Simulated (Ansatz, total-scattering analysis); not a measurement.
## A molecular-dynamics model of aqueous CsF and its diffraction

Aim: the structure of aqueous CsF at 330 K, and the X-ray and neutron patterns it would give.

Method: ab initio molecular dynamics with Ansatz (PBE, plane waves, PAW default files, Langevin thermostat, no spin, fixed volume, H with the mass of D). Composition: 28 H2O, 3 Cs+ and 3 F-; O 31.1, H 62.2, Cs 3.3, F 3.3 atom %; 90 atoms. The average runs over 0.73 ps of 90 atoms, so shells between rare elements are rough. Mean temperature 323 K, largest m.s.d. 0.98 Å², energy drift -8 meV an atom (last third less first), Langevin friction 10 ps⁻¹; the first quarter of the run is discarded. Start: last frame of a classical run of this cell at the same density and temperature. So short a stretch relaxes bonds and nearest shells but still remembers its start.

## The run

The step of 1 fs has to resolve the fastest vibration, that of H (given the mass of D, which leaves classical structure unchanged and allows a longer step). The volume is fixed, since the run is too short for a cell to find its own; the mean pressure then hints how far the functional is from its own density, with errors up to a few GPa from cell size, k-points and loose SCF steps (the program warns of the last). One k-point, Γ, is the usual economy for a cell of this size. Smeared occupations keep the forces smooth should levels come near the Fermi energy. A Langevin thermostat samples the right structure once equilibrated, but its friction lowers diffusion.

The input, input.yaml:

```yaml
crystal:
  lattice:
    - [9.9882, 0.0, 0.0]
    - [0.0, 9.9882, 0.0]
    - [0.0, 0.0, 9.9882]
  atoms:
    - { symbol: O, position: [0.7117, 0.5038, 0.9443] }
    - { symbol: H, position: [0.7188, 0.4691, 0.038] }
    - { symbol: H, position: [0.7534, 0.4382, 0.8812] }
    - { symbol: O, position: [0.9487, 0.5172, 0.6198] }
[... 84 atom lines left out ...]
    - { symbol: F, position: [0.2569, 0.4646, 0.9877] }
    - { symbol: F, position: [0.1829, 0.8223, 0.2275] }
kpoints:
  mp_grid: { grid: [1, 1, 1] }
scf:
  occupations: { method: fermi_dirac, width: 0.0284 }
hamiltonian:
  xc: pbe
  pseudopotentials: { kind: paw }
output:
  forces: true
  stress: true
md:
  timestep: 1.0
  n_steps: 971
  ensemble: nvt_langevin
  temperature: 330.0
  initial_velocities: maxwell_boltzmann
  seed: 7
  masses: [{ species: H, mass: 2.014 }]
```

```console
$ ansatz run input.yaml --threads 4 --pin off --max-ram 10240MiB --backend cpu --events-out ev --progress --plain --runs-dir out
```

```text
Warning: md: disabling space-group detection — thermal motion breaks the input geometry's symmetry, so no spatial operation reduces the k-mesh or symmetrises the density; time reversal is kept, so that k and −k are [...]
Warning: output.stress: scf.convergence.dr2_threshold = 9e-8 eV (the default of an md: trajectory) is looser than the 9e-9 eV advised for a printed stress (1e-10 eV for each atom of the cell: 90). What an SCF threshold [...]
Warning: RAYON_NUM_THREADS=4 ignored (pool sized by the plan → 4); use --threads N
Engine: ansatz 0.2.0, aarch64-unknown-linux-gnu
Pseudopotential: O, paw, valence charge 6, recommended cutoff 420 eV (normal), O.paw.azcp
Pseudopotential: H, paw, valence charge 1, recommended cutoff 420 eV (normal), H.paw.azcp
Pseudopotential: Cs, paw, valence charge 9, recommended cutoff 420 eV (normal), Cs.paw.azcp
Pseudopotential: F, paw, valence charge 7, recommended cutoff 420 eV (normal), F.paw.azcp
Functional definition: PBE
Crystal: 90 atoms, lattice volume = 996.464 Å³
Basis set: ecut = 420 eV, 19549 PW (Γ), exchange–correlation on 144×144×144 points (8 copies of the dense FFT grid, shifted against one another)
Bands: 226, of which v1, the nominal top of the filled ones, is band 136 counted from 1 (135 counted from 0)
k-points: 1
[... other set-up lines, SCF lines and steps between those shown are left out ...]
md step     0: t =     0.00 fs  T =   326.3 K  F+E_penalty+E_count = -36232.41807047 eV  E_kin = 3.796366 eV  P_inst = -0.5317 GPa  (9 SCF iters)
md step     1: t =     1.00 fs  T =   328.5 K  F+E_penalty+E_count = -36232.46418082 eV  E_kin = 3.821656 eV  P_inst = -0.5068 GPa  (8 SCF iters)
md step    38: t =    38.00 fs  T =   356.5 K  F+E_penalty+E_count = -36232.81507388 eV  E_kin = 4.146817 eV  P_inst = 0.7972 GPa  (7 SCF iters)
md step    76: t =    76.00 fs  T =   377.9 K  F+E_penalty+E_count = -36232.73905049 eV  E_kin = 4.396629 eV  P_inst = 0.8462 GPa  (7 SCF iters)
md step   114: t =   114.00 fs  T =   337.1 K  F+E_penalty+E_count = -36232.63389048 eV  E_kin = 3.921062 eV  P_inst = 0.5785 GPa  (7 SCF iters)
md step   152: t =   152.00 fs  T =   351.4 K  F+E_penalty+E_count = -36232.92157901 eV  E_kin = 4.087909 eV  P_inst = 1.4230 GPa  (7 SCF iters)
md step   190: t =   190.00 fs  T =   312.4 K  F+E_penalty+E_count = -36232.94167333 eV  E_kin = 3.633878 eV  P_inst = 0.2591 GPa  (8 SCF iters)
md step   228: t =   228.00 fs  T =   369.1 K  F+E_penalty+E_count = -36233.70472050 eV  E_kin = 4.293881 eV  P_inst = 1.7614 GPa  (7 SCF iters)
md step   266: t =   266.00 fs  T =   367.3 K  F+E_penalty+E_count = -36233.71682643 eV  E_kin = 4.272926 eV  P_inst = 1.9094 GPa  (7 SCF iters)
md step   304: t =   304.00 fs  T =   339.5 K  F+E_penalty+E_count = -36233.20831036 eV  E_kin = 3.949680 eV  P_inst = 1.7611 GPa  (7 SCF iters)
md step   342: t =   342.00 fs  T =   322.5 K  F+E_penalty+E_count = -36233.32808032 eV  E_kin = 3.752039 eV  P_inst = 1.6034 GPa  (6 SCF iters)
md step   380: t =   380.00 fs  T =   327.9 K  F+E_penalty+E_count = -36233.43202843 eV  E_kin = 3.814563 eV  P_inst = 0.8650 GPa  (8 SCF iters)
md step   418: t =   418.00 fs  T =   340.0 K  F+E_penalty+E_count = -36233.71612468 eV  E_kin = 3.955077 eV  P_inst = -0.1356 GPa  (7 SCF iters)
md step   456: t =   456.00 fs  T =   311.0 K  F+E_penalty+E_count = -36233.44684573 eV  E_kin = 3.617608 eV  P_inst = 0.8817 GPa  (7 SCF iters)
md step   494: t =   494.00 fs  T =   369.2 K  F+E_penalty+E_count = -36234.00584934 eV  E_kin = 4.294783 eV  P_inst = 0.8968 GPa  (6 SCF iters)
md step   532: t =   532.00 fs  T =   331.0 K  F+E_penalty+E_count = -36234.02771744 eV  E_kin = 3.850287 eV  P_inst = -0.0595 GPa  (7 SCF iters)
md step   570: t =   570.00 fs  T =   325.3 K  F+E_penalty+E_count = -36234.35857309 eV  E_kin = 3.784267 eV  P_inst = 0.4301 GPa  (8 SCF iters)
md step   608: t =   608.00 fs  T =   338.3 K  F+E_penalty+E_count = -36234.43815154 eV  E_kin = 3.935108 eV  P_inst = 0.6676 GPa  (7 SCF iters)
md step   646: t =   646.00 fs  T =   348.9 K  F+E_penalty+E_count = -36234.12574856 eV  E_kin = 4.058710 eV  P_inst = 1.0123 GPa  (7 SCF iters)
md step   684: t =   684.00 fs  T =   317.1 K  F+E_penalty+E_count = -36234.00895798 eV  E_kin = 3.689192 eV  P_inst = 0.6885 GPa  (7 SCF iters)
md step   722: t =   722.00 fs  T =   322.2 K  F+E_penalty+E_count = -36234.42316186 eV  E_kin = 3.748017 eV  P_inst = 0.5821 GPa  (7 SCF iters)
md step   760: t =   760.00 fs  T =   348.3 K  F+E_penalty+E_count = -36233.90972048 eV  E_kin = 4.052288 eV  P_inst = 0.5400 GPa  (8 SCF iters)
md step   798: t =   798.00 fs  T =   325.5 K  F+E_penalty+E_count = -36233.68643622 eV  E_kin = 3.786113 eV  P_inst = 0.3959 GPa  (7 SCF iters)
md step   836: t =   836.00 fs  T =   319.9 K  F+E_penalty+E_count = -36234.07112250 eV  E_kin = 3.721071 eV  P_inst = 0.9067 GPa  (7 SCF iters)
md step   874: t =   874.00 fs  T =   338.4 K  F+E_penalty+E_count = -36234.42283419 eV  E_kin = 3.937297 eV  P_inst = 0.7769 GPa  (7 SCF iters)
md step   912: t =   912.00 fs  T =   274.2 K  F+E_penalty+E_count = -36234.47448028 eV  E_kin = 3.189612 eV  P_inst = 0.0125 GPa  (7 SCF iters)
md step   950: t =   950.00 fs  T =   275.7 K  F+E_penalty+E_count = -36234.43631378 eV  E_kin = 3.207402 eV  P_inst = 0.4451 GPa  (8 SCF iters)
[... last step's energies and forces left out ...]
--- MD trajectory: 971 steps, t = 0.0 → 971.0 fs ---
  final state: T = 296.8 K   F+E_penalty+E_count = -36234.78541347 eV   E_kin = 3.452877 eV
```

Time and hardware: 67 min on 4 threads of Arm Neoverse V1, on a shared host, peak memory 1.2 GiB.

## Analysis

S(Q) is the Faber–Ziman total, Σ ci cj fi fj (Sij − 1)/⟨f⟩² + 1. Below 4 Å⁻¹ the partials are summed on the cell's own reciprocal vectors (from 0.63 Å⁻¹) and folded with a Gaussian of σ = 0.14 Å⁻¹; above it they are transforms of g(r) out to 6.8 Å, tapered over the last 40 %. The fold lowers sharp peaks, and with so few vectors their positions are good to about 0.1 Å⁻¹. X-rays take neutral-atom form factors, neutrons coherent lengths (O 5.8037, H 6.6681, Cs 5.42, F 5.654 fm). Hydrogen is taken as deuterium. G(r) = 4πrρ₀[g(r) − 1] carries the resolution of a Lorch-windowed transform up to 20 Å⁻¹. The patterns are simulated, not measured. The potential energy falls by 8 meV an atom from the first to the last third of the average, so the sample is relaxing or ordering and this is no equilibrium average. The cell is small: beyond half the box only the part of each shell inside it is counted, and low-Q values rest on few vectors. It is averaged over 122 frames.

| T (K) | state | density (g/cm³) | first clear X-ray maximum (Å⁻¹) | its height (X-ray) | first clear neutron maximum (Å⁻¹) | its height (neutron) | F–O (Å) | O around F | O–O (Å) | held | D over the elements, rough (10⁻⁹ m²/s) |
| --- | --- | --- | --- | --- | --- | --- | --- | --- | --- | --- | --- |
| 330 | liquid | 1.600 | 2.33 | 2.41 | 1.97 | 1.71 | 2.70 | 5.41 | 2.75 | volume, 0.7 GPa mean | - |

X-ray S(Q):

```tsv
Q (Å⁻¹)	330 K
0.8	-1.91
1.1	-1.56
1.4	0.25
1.7	0.30
2.0	1.17
2.3	2.40
2.6	1.44
2.9	1.30
3.2	0.35
3.5	0.54
3.8	0.86
4.1	1.25
4.4	1.15
4.7	1.04
5.0	1.10
5.3	0.98
5.6	0.73
5.9	0.81
6.2	1.15
6.5	1.22
6.8	1.00
7.1	0.90
7.4	0.99
7.7	1.01
8.0	0.95
8.3	1.00
8.6	1.11
8.9	1.07
```

At 330 K the maxima of S(Q), Q in Å⁻¹ (height), are X-ray: 2.33 (2.41), 4.11 (1.25), 6.40 (1.24), 7.59 (1.02); neutron: 1.97 (1.71), 4.28 (0.91), 8.33 (1.18), 14.01 (1.08). Weak or low-Q maxima rest on few vectors and may or may not be a real pre-peak: neutron 0.86 (0.68). Its shells:

| pair | first peak (Å) | g there | first minimum (Å) | g there | neighbours | kind | X-ray weight (f = Z) | neutron weight |
| --- | --- | --- | --- | --- | --- | --- | --- | --- |
| O–H | 0.99 | 31.2 | 1.26 | 0.00 | 2.0 H per O, 1.0 O per H | within molecules | 0.11 | 0.37 |
| H–H | 1.57 | 3.6 | 1.84 | 0.17 | 1.0 | within molecules | 0.01 | 0.43 |
| H–F | 1.71 | 5.3 | 2.62 | 0.17 | 0.3 F per H, 5.3 H per F | between molecules | 0.01 | 0.04 |
| O–F | 2.70 | 4.4 | 3.46 | 0.24 | 0.6 F per O, 5.4 O per F | between molecules | 0.05 | 0.02 |
| O–O | 2.75 | 2.6 | 3.36 | 0.98 | 3.5 | between molecules | 0.23 | 0.08 |
| O–Cs | 3.14 | 4.3 | 4.06 | 0.75 | 0.9 Cs per O, 8.2 O per Cs | between molecules | 0.33 | 0.02 |
| H–Cs | 3.41 | 2.0 | 4.68 | 0.66 | 1.3 Cs per H, 24.2 H per Cs | between molecules | 0.08 | 0.04 |

The tapered transform alone would put 1.94 at the X-ray maximum of 2.33 Å⁻¹, where the reciprocal vectors give 2.41: a cut in r lowers sharp peaks, which is why the direct sum is used there.

**Reading.** Distances within molecules give the sharpest pair functions, and with hydrogen they rule the neutron S(Q) at high Q: O–H 0.99 Å and H–H 1.57 Å (first peaks only). Between molecules or ions, shells with a clear end include O–F at 2.70 Å (0.6 F per O, 5.4 O per F). Cs holds 8.2 O and 0.3 F in its first shell, 8.5 in all; contact pairs exchange slowly and may come from the start. On the last frame 91 % of the H on O, N or F point at an acceptor of another molecule or at an anion within hydrogen-bond range (2.35 Å to O, N, F; 2.85 Å to Cl, Br, I).

[Logs are printed without paths, hosts, clocks, repeated set-up lines and the standing remarks that a program may print on its own settings, such as how far it seeks lower states.]
